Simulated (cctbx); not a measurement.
# What is wrong with this refinement?

Cell a = 7.6240 Å, b = 8.6150 Å, c = 7.5700 Å, α = 90.00°, β = 98.46°, γ = 90.00°; space group C2/c (no. 15).

Simulated single-crystal data (cctbx): Cu Kα, λ = 1.54184 Å, to d = 0.83 Å, 95 % of the full sphere, strongest reflection 20000 counts, noise from counting, a 4 % proportional error and a noise floor of 15 counts (s.d.); no absorption.

An isotropic refinement with weights 1/σ² prints:

```text
Rint 0.033, 443 unique reflections to 0.83 A
cycle     R1     wR2    GooF  max shift (A)
   1  0.0543  0.1326   3.889   0.05413
  12  0.0188  0.0444   1.303   0.00712
final R1 0.0188 wR2 0.0444 GooF 1.303  parameters 16  data/parameter 27.7
atom        x        y        z      Ueq    occ   su(xyz)  su(Uiso or U11)
Hg1    0.27363  0.14231  0.33878   0.0113  1.000  0.00004  0.0002
As1    0.87499  0.05503  0.51662   0.0140  1.000  0.00012  0.0002
As2    0.50000  0.29956  0.25000   0.0194  1.000  0.00017  0.0003
F1     0.50000  0.86524  0.25000   0.0324  1.000  0.00103  0.0020
F2     0.25118  0.03119  0.14672   1.0000  1.000  0.02571  0.1540
difference map: max 1.64 min -2.28 rms 0.36
Q1    0.0000  0.0291  0.7500    4    1.71  1.48 A from As2
Q2    0.1637  0.3233  0.6329    8    1.59  0.58 A from Hg1
Q3    0.0086  0.3270  0.5779    8    1.18  1.71 A from As2
Q4    0.0666  0.1043  0.9505    8    1.15  0.64 A from As1
Q5    0.0456  0.3930  0.0753    8    1.06  1.44 A from F1
Q6    0.1555  0.0456  0.9182    8    1.04  0.58 A from As1
```

Q: Accept it or mend it, and why?

Mend it. The fault: spurious atom: F2. Against the right model at the same level, R1 goes from 0.0183 to 0.0188 and GooF from 1.28 to 1.30 and F2 takes U = the program's ceiling. A site with no density behind it hides by a very large U or drifts. The fit had not settled when the cycles ran out.

The compound is Hg2As3F. The right model at the same level gives:

```text
Rint 0.033, 443 unique reflections to 0.83 A
cycle     R1     wR2    GooF  max shift (A)
   1  0.1501  0.3761  10.979   0.05729
   2  0.0183  0.0439   1.280   0.00013
final R1 0.0183 wR2 0.0439 GooF 1.280  parameters 12  data/parameter 36.9
atom        x        y        z      Ueq    occ   su(xyz)  su(Uiso or U11)
Hg1    0.27363  0.14231  0.33877   0.0113  1.000  0.00004  0.0001
As1    0.87499  0.05502  0.51659   0.0140  1.000  0.00012  0.0002
As2    0.50000  0.29955  0.25000   0.0194  1.000  0.00017  0.0003
F1     0.50000  0.86539  0.25000   0.0323  1.000  0.00100  0.0020
difference map: max 1.61 min -2.27 rms 0.35
Q1    0.0000  0.0289  0.7500    4    1.67  1.48 A from As2
Q2    0.1646  0.3240  0.6331    8    1.56  0.57 A from Hg1
Q3    0.1990  0.1226  0.0854    8    1.13  1.06 A from As1
Q4    0.0678  0.1036  0.9516    8    1.12  0.63 A from As1
Q5    0.0083  0.3274  0.5781    8    1.09  1.71 A from As2
Q6    0.1171  0.0388  0.0604    8    1.08  0.61 A from As1
```

This is a model crystal, built by substitution and not relaxed, with assumed displacement parameters.

[Middle refinement cycles are left out of these outputs.]

[Logs are printed without paths, hosts, clocks, repeated set-up lines and the standing remarks that a program may print on its own settings, such as how far it seeks lower states.]
